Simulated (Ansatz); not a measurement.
# BaTiO3 (Pm-3m): G0W0 under other settings

Aim: change settings of a G0W0 run on BaTiO3 (Pm-3m) and see what moves.

Method: G0W0 on LDA, plane waves, PAW, in Ansatz 0.2.0.

## 1. Set-up

The structure is cubic, space group Pm-3m (No. 221). The conventional cell has a = 4.006 Å, b = 4.006 Å, c = 4.006 Å, α = 90.00°, β = 90.00°, γ = 90.00°. Nearest to Ba lie 12 O at 2.83 Å. Ti has 6 O at 2.00 Å nearest. Nearest to O lie 2 Ti at 2.00 Å and 4 Ba at 2.83 Å. Farther neighbours and most contacts between anions are not listed.

Structure file:

```cif
data_structure
_symmetry_space_group_name_H-M 'Pm-3m'
_symmetry_Int_Tables_number 221
_cell_length_a 4.0060
_cell_length_b 4.0060
_cell_length_c 4.0060
_cell_angle_alpha 90.000
_cell_angle_beta 90.000
_cell_angle_gamma 90.000
_cell_volume 64.29
loop_
_atom_site_label
_atom_site_type_symbol
_atom_site_symmetry_multiplicity
_atom_site_Wyckoff_symbol
_atom_site_fract_x
_atom_site_fract_y
_atom_site_fract_z
_atom_site_occupancy
Ba1 Ba 1 b 0.50000 0.50000 0.50000 1
Ti1 Ti 1 a 0.00000 0.00000 0.00000 1
O1 O 3 d 0.50000 0.00000 0.00000 1
```

The cell and positions come from the Crystallography Open Database and are kept as given unless a step says otherwise. Spin-orbit coupling is left out unless a step names it. The default PAW set here is soft_2. Its files were made with PBE.

## 2. The base run: 4×4×4 mesh, 236 empty bands, screening to 138 eV

G0W0 replaces the xc potential by the self-energy, built once from these orbitals. Only a window of levels is corrected, while the sums run over the empty bands that the input names.

input.yaml

```yaml
crystal:
  lattice:
    - [4.006, 0.0, 0.0]
    - [0.0, 4.006, 0.0]
    - [0.0, 0.0, 4.006]
  atoms:
    - { symbol: Ba, position: [0.5, 0.5, 0.5] }
    - { symbol: Ti, position: [0.0, 0.0, 0.0] }
    - { symbol: O, position: [0.5, 0.0, 0.0] }
    - { symbol: O, position: [0.0, 0.5, 0.0] }
    - { symbol: O, position: [0.0, 0.0, 0.5] }
kpoints:
  mp_grid: { grid: [4, 4, 4] }
hamiltonian:
  xc: lda
scf:
  occupations: { method: fixed }
gw:
  n_empty_bands: 236
  ecut_chi: 138
  qp_bands: [v2, c2]
  qp_kpoints: band_edges
  screening: { model: contour_deformation }
```

Launch:

```bash
> ansatz run input.yaml --threads 3 --pin off --max-ram 92160MiB --backend cuda --events-out ev --progress --plain --runs-dir out --devices 1 --max-vram 13GiB  # rebuilt from the run's record
```

Numbers of over 12 decimals in the logs are rounded to 6 here.

Log:

```text
GPUs: using 1 of 1 available (devices: 1).
Engine: ansatz 0.2.0, x86_64-unknown-linux-gnu
Pseudopotentials: kind: paw
Pseudopotential: Ba, paw, valence charge 10, recommended cutoff 420 eV (normal), Ba.paw.azcp
Pseudopotential: Ti, paw, valence charge 12, recommended cutoff 420 eV (normal), Ti.paw.azcp
Pseudopotential: O, paw, valence charge 6, recommended cutoff 420 eV (normal), O.paw.azcp
Functional definition: SPW92
  exchange = slater_x
  correlation = pw_c
device memory: the entry about to start is reckoned to put 0.6 GiB on a device that reports 26.8 GiB free (of which the cap on the GPU budget leaves the run 13.0 GiB)
GPU FFT provider: cuFFT
GPU libraries: cuBLAS 13.8.2, cuFFT 12.4.0, cuSOLVER 12.3.4
Crystal: 5 atoms, lattice volume = 64.288 Å³
Basis set: ecut = 420 eV, 1237 PW (Γ)
Bands: 25, of which v1, the nominal top of the filled ones, is band 20 counted from 1 (19 counted from 0)
Symmetry: 48 space group operations
Space group: Pm-3m (ITA 221), of the structure as read, at distance tolerance 4.0e-5 Å
k-points: 10 of 64
Non-local potential: Ba, projectors of the file, l = 0: 3, l = 1: 2, l = 2: 2, l = 3: 2
Non-local potential: Ti, projectors of the file, l = 0: 3, l = 1: 2, l = 2: 3, l = 3: 1
Non-local potential: O, projectors of the file, l = 0: 2, l = 1: 2, l = 2: 1
PAW form: soft (Blöchl's): semilocal exchange-correlation on the pseudo side does not see the compensation charge
PAW frozen core: Ba, regenerated for the run's functional, and the local potential with it (the file was generated under x = pbe(κ = 0.804, μ = 0.219515), c = pbe(β = 0.066725))
PAW frozen core: Ti, regenerated for the run's functional, and the local potential with it (the file was generated under x = pbe(κ = 0.804, μ = 0.219515), c = pbe(β = 0.066725))
PAW frozen core: O, regenerated for the run's functional, and the local potential with it (the file was generated under x = pbe(κ = 0.804, μ = 0.219515), c = pbe(β = 0.066725))
PAW one-centre angular grid: Ba, 194 points (default); XC on 64 Gauss nodes
PAW one-centre angular grid: Ti, 590 points (default); XC on 64 Gauss nodes
PAW one-centre angular grid: O, 110 points (default); XC on 64 Gauss nodes
Initial density: superposition of atomic densities (neutral atoms: chi_scale 0, normalization atom), corrected by the library's trained network
Initial wavefunctions: pseudopotential atomic-orbital guess
GPU buffer pool allocated for 19683 grid points (all kernels)
GPU transforms: local potential and band sums: pruned to the plane-wave sphere, on 27×27×27
Functional: x = slater, c = lda
SCF iter   1: F=—  HF=-9904.418014 eV  |F-HF|=—  |Δ(HF+E_count)|=         —  Δρ=1.83e-2  dr2=2.09e-1  ethr=1.77e-3  ⟨swp⟩=4.3  Hψ=1065  notcnv=0  defer=12
[...]
E_vxc        = -541.851877  (∫ρ·V_xc dr)
  E_paw        = -6494.403341  (= ΣΔE_a)
  E_vpaw       = -315.146395  (= ΣTr[D̂ρ^β])
  E_aug_tail   = 0.007422  (compensation charges beyond the density's cutoff)
  E_ewald      = -2818.406203
  E_core_change = 0.899230  (= ΣΔE_core)
  E_smearing   = -0.000000  (= −TS)
  E_closure    = -0.000000  (closes the sum)
  Σ components = -9904.374895   (vs F -9904.374895, Δ=0.00e0)
--- Band table (eV; the first three rows and the last of 10) ---
  k-point 0: bands = [... 16 lower, 8.7651, 9.7838, 9.7838, 9.7838, 11.5904, 11.5904, 11.5904, 13.8566, ... 1 higher]
  k-point 1: bands = [... 16 lower, 8.3403, 8.6779, 9.4496, 9.4496, 11.6545, 12.5688, 12.5688, 13.8600, ... 1 higher]
  k-point 2: bands = [... 16 lower, 8.0498, 8.0498, 9.2093, 9.2093, 11.7211, 13.3598, 13.3598, 13.8625, ... 1 higher]
  k-point 9: bands = [... 16 lower, 7.5356, 9.8885, 9.8885, 9.8885, 14.0448, 14.0448, 14.0448, 16.6560, ... 1 higher]
--- G₀W₀: contour deformation, 7 samples at zero and on the imaginary axis and 1 off it, 64 q-points, 236 empty bands' worth ---
  eigenvalues of the whole cell's RPA ε∞ on this k-mesh (on a slab, of 1 + 4πα/V) = 7.2725, 7.2725, 7.2725; static W/v taken at q = 0 is 0.137505
  bands read: the sum over 256 bands ends inside a degenerate multiplet in 2 slots, whose members it reads at an even weight; the widest, k=0: bands 256 to 258 (counted from 1) at 1/3 each
  gw.qp_kpoints: band_edges: 9 of 10 stored k-points solved, in 1 pass; an edge of the gap read off the rows below is read off those points alone
    valence top: of the k-points left out ik 6 came nearest to being solved in a further pass, in band 20 (counted from 1, as in the quasiparticle table): it holds the edge there only if its correction is more favourable than any solved in that band by at least 0.594 eV; those differ by 0.043 eV
    conduction bottom: of the k-points left out ik 6 came nearest to being solved in a further pass, in band 21 (counted from 1, as in the quasiparticle table): it holds the edge there only if its correction is more favourable than any solved in that band by at least 1.363 eV; those differ by 0.099 eV
    ik  band        ε_KS         Σx   Σc(E_QP)       V_xc       Z   E_QP_lin       E_QP  E_QP is
     0    19      9.7838   -25.9645     4.3825   -21.4124  0.7164     9.6136     9.6143  root
     0    20      9.7838   -25.9645     4.3825   -21.4124  0.7164     9.6136     9.6143  root
     0    21     11.5904   -12.5945    -6.6475   -20.5915  0.7269    12.9915    12.9399  root
     0    22     11.5904   -12.5945    -6.6475   -20.5915  0.7269    12.9915    12.9399  root
     1    19      9.4496   -25.6233     4.3351   -21.1177  0.7137     9.2784     9.2791  root
     1    20      9.4496   -25.6233     4.3351   -21.1177  0.7137     9.2784     9.2791  root
     1    21     11.6545   -12.7212    -6.7441   -20.8320  0.7243    13.0756    13.0211  root
     1    22     12.5688   -14.1721    -6.5879   -22.0623  0.7032    13.9276    13.8712  root
[...]
9    19      9.8885   -25.7560     4.6998   -20.8926  0.7053     9.7243     9.7249  root
     9    20      9.8885   -25.7560     4.6998   -20.8926  0.7053     9.7243     9.7249  root
     9    21     14.0448   -14.7009    -7.9948   -23.9814  0.6530    15.4146    15.3305  root
     9    22     14.0448   -14.7009    -7.9948   -23.9814  0.6530    15.4146    15.3305  root
[key lines of the parts left out:]
SCF converged after 8 iterations
Free energy (F): -9904.374895 eV
Fermi energy:    9.888463 eV
```

Run time: 6.6 s. Hardware: 1 × NVIDIA H100 80GB HBM3 (shared by 6 runs) with 3 threads of AMD EPYC 7R13 (Zen 3), shared host; peak memory 1.2 GiB; 9.9 s of CPU time.

Reading the cycles: dr2 is the Hartree energy of the density residual (eV), the measure of convergence; HF is the Harris–Foulkes estimate of the energy, which meets the free energy F at convergence.

Numbers from this step:

```yaml
bands_summed: 256
rpa_eps_infinity_on_this_mesh_eigenvalues: 7.272, 7.272, 7.272
plane_waves_in_the_screening_matrix: 251
q_points_in_the_mesh: 64
g0w0_gap_on_the_mesh: 3.215 eV
k_of_the_valence_top: -0.5, -0.5, -0.5
k_of_the_conduction_bottom: 0, 0, 0
starting_gap_on_the_mesh: 1.702 eV
z_at_the_valence_top: 0.7053
z_at_the_conduction_bottom: 0.7269
least_direct_g0w0_gap_on_the_computed_points: 3.326 eV
```

The gap on the mesh goes from 1.70 eV to 3.21 eV, a correction of +1.51 eV. Between the two edge states, bare exchange in place of the xc potential would open the gap by 12.86 eV, and correlation takes back 11.35 eV.

## 3. Variant: larger pair-density box

Changes to input.yaml since step 2:

```diff
@@ -18,4 +18,4 @@
 gw:
-  n_empty_bands: 236
-  ecut_chi: 138
+  n_empty_bands: 145
+  ecut_chi: 100
   qp_bands: [v2, c2]
@@ -23 +23,2 @@
   screening: { model: contour_deformation }
+  ecutfock_ratio: 2
```

Log:

```text
GPUs: using 1 of 1 available (devices: 1).
[...]
GPU FFT provider: cuFFT
GPU libraries: cuBLAS 13.8.2, cuFFT 12.4.0, cuSOLVER 12.3.4
Crystal: 5 atoms, lattice volume = 64.288 Å³
Basis set: ecut = 420 eV, 1237 PW (Γ)
Bands: 25, of which v1, the nominal top of the filled ones, is band 20 counted from 1 (19 counted from 0)
Symmetry: 48 space group operations
[...]
k-points: 10 of 64
[...]
GPU buffer pool allocated for 19683 grid points (all kernels)
[...]
SCF iter   1: F=—  HF=-9904.418014 eV  |F-HF|=—  |Δ(HF+E_count)|=         —  Δρ=1.83e-2  dr2=2.09e-1  ethr=1.77e-3  ⟨swp⟩=4.3  Hψ=1065  notcnv=0  defer=12
[...]
SCF iter   8: F=-9904.374895 eV  HF=-9904.374895 eV  |F-HF|=6.91e-11  |Δ(HF+E_count)|=   3.26e-8  Δρ=1.08e-6  dr2=8.08e-10  ethr=2.50e-10  ⟨swp⟩=7.8  Hψ=1005  notcnv=0
SCF 1 converged in 8 iterations: F = -9904.374895 eV  dr2 = 8.08e-10
[...]
NSCF: frozen V_eff on 10 k-points, pencils in batches of 32, up to order 100
[...]
NSCF: frozen V_eff on 10 k-points
G₀W₀ screening: q 1/10
[... further progress lines ...]
SCF converged after 8 iterations
Free energy (F): -9904.374895 eV
[...]
Internal energy: -9904.374895 eV  (E = F + TS)
E sigma→0 (E₀):  -9904.374895 eV
Fermi energy:    9.888463 eV
[...]
--- Band table (eV; the first three rows and the last of 10) ---
  k-point 0: bands = [... 16 lower, 8.7651, 9.7838, 9.7838, 9.7838, 11.5904, 11.5904, 11.5904, 13.8566, ... 1 higher]
[...]
0    20      9.7838   -25.9645     4.5562   -21.4124  0.7201     9.7879     9.7879  root
     0    21     11.5904   -12.5945    -6.4942   -20.5915  0.7292    13.1625    13.0933  root
     0    22     11.5904   -12.5945    -6.4942   -20.5915  0.7292    13.1625    13.0933  root
     1    19      9.4496   -25.6233     4.5035   -21.1177  0.7172     9.4475     9.4475  root
     1    20      9.4496   -25.6233     4.5035   -21.1177  0.7172     9.4475     9.4475  root
     1    21     11.6545   -12.7212    -6.5898   -20.8320  0.7266    13.2488    13.1754  root
     1    22     12.5688   -14.1721    -6.4214   -22.0623  0.7061    14.1149    14.0376  root
[...]
2    22     13.3598   -14.8066    -7.0257   -23.3079  0.6811    14.9367    14.8354  root ?
[...]
4    22     13.3688   -14.7710    -7.0914   -23.3420  0.6804    14.9506    14.8484  root ?
[...]
5    21     13.3793   -14.7582    -7.1408   -23.3812  0.6799    14.9650    14.8614  root ?
     5    22     13.3793   -14.7582    -7.1408   -23.3812  0.6799    14.9650    14.8614  root ?
[...]
7    22     13.5734   -14.2276    -7.3969   -23.1006  0.6781    15.1553    15.0495  root ?
     8    19      9.3798   -25.1408     4.8311   -20.2550  0.7054     9.3249     9.3250  root
     8    20      9.8643   -25.6911     4.8581   -20.8198  0.7089     9.8511     9.8511  root
     8    21     13.6844   -14.7075    -7.3938   -23.5736  0.6721    15.2648    15.1568  root ?
     8    22     13.6844   -14.7075    -7.3938   -23.5736  0.6721    15.2648    15.1568  root ?
     9    19      9.8885   -25.7560     4.8594   -20.8926  0.7090     9.8845     9.8845  root
     9    20      9.8885   -25.7560     4.8594   -20.8926  0.7090     9.8845     9.8845  root
     9    21     14.0448   -14.7009    -7.8176   -23.9814  0.6570    15.6214    15.5077  root ?
     9    22     14.0448   -14.7009    -7.8176   -23.9814  0.6570    15.6214    15.5077  root ?
```

The job ended after 10 s (1 × NVIDIA H100 80GB HBM3 (shared by 6 runs) with 3 threads; peak memory 1.1 GiB).

The G0W0 gap on the mesh is 3.209 eV.

Against the base:

| setting | base | variant |
| --- | --- | --- |
| empty bands | 236 | 145 |
| screening cutoff (eV) | 138 | 100 |
| ecutfock ratio | - | 2 |

| quantity | variant | base |
| --- | --- | --- |
| starting gap on the mesh | 1.702 | 1.702 |
| G0W0 gap on the mesh | 3.209 | 3.215 |
| least direct G0W0 gap on the computed points | 3.305 | 3.326 |
| Z at the valence top | 0.709 | 0.705 |
| Z at the conduction bottom | 0.729 | 0.727 |

## 4. Outcome

| Quantity | Value |
| --- | --- |
| base | 3.21 eV, 6.6 s |
| larger pair-density box | 3.21 eV, 10 s |

What this shows: Larger pair-density box: the gap moves by −0.01 eV. The variant differs from the base in empty bands, screening cutoff and ecutfock ratio together, so the change can't be laid to one of them. All runs here use a coarse mesh and modest cutoffs; they test settings and are not final values. The 4×4×4 mesh is coarse for this cell (its supercell is 16 Å along the shortest edge). The RPA ε∞ on it, from the LDA start, is 7.27; such meshes misread the long-range screening, most where the gap is narrow. This is the ideal cubic cell; many perovskites, halides above all, are cubic only on average, and local tilts or off-centring can widen the gap. The many-body steps are scalar-relativistic: spin-orbit coupling is not in them.

[Paths, hosts, dates, memory and timing lines, banners, echoed tables and standing remarks are left out of the program output.]

[Logs are printed without paths, hosts, clocks, repeated set-up lines and the standing remarks that a program may print on its own settings, such as how far it seeks lower states.]

[Runs of the session that timed out or met a known fault of the program may be left out.]

[Cells called generated may have been cut or substituted from an entry of the Crystallography Open Database or the Materials Project.]

[Hosts, paths, dates, database ids (printed as entryN), source tags and the programs' standing remarks are cut or masked in the printed files.]
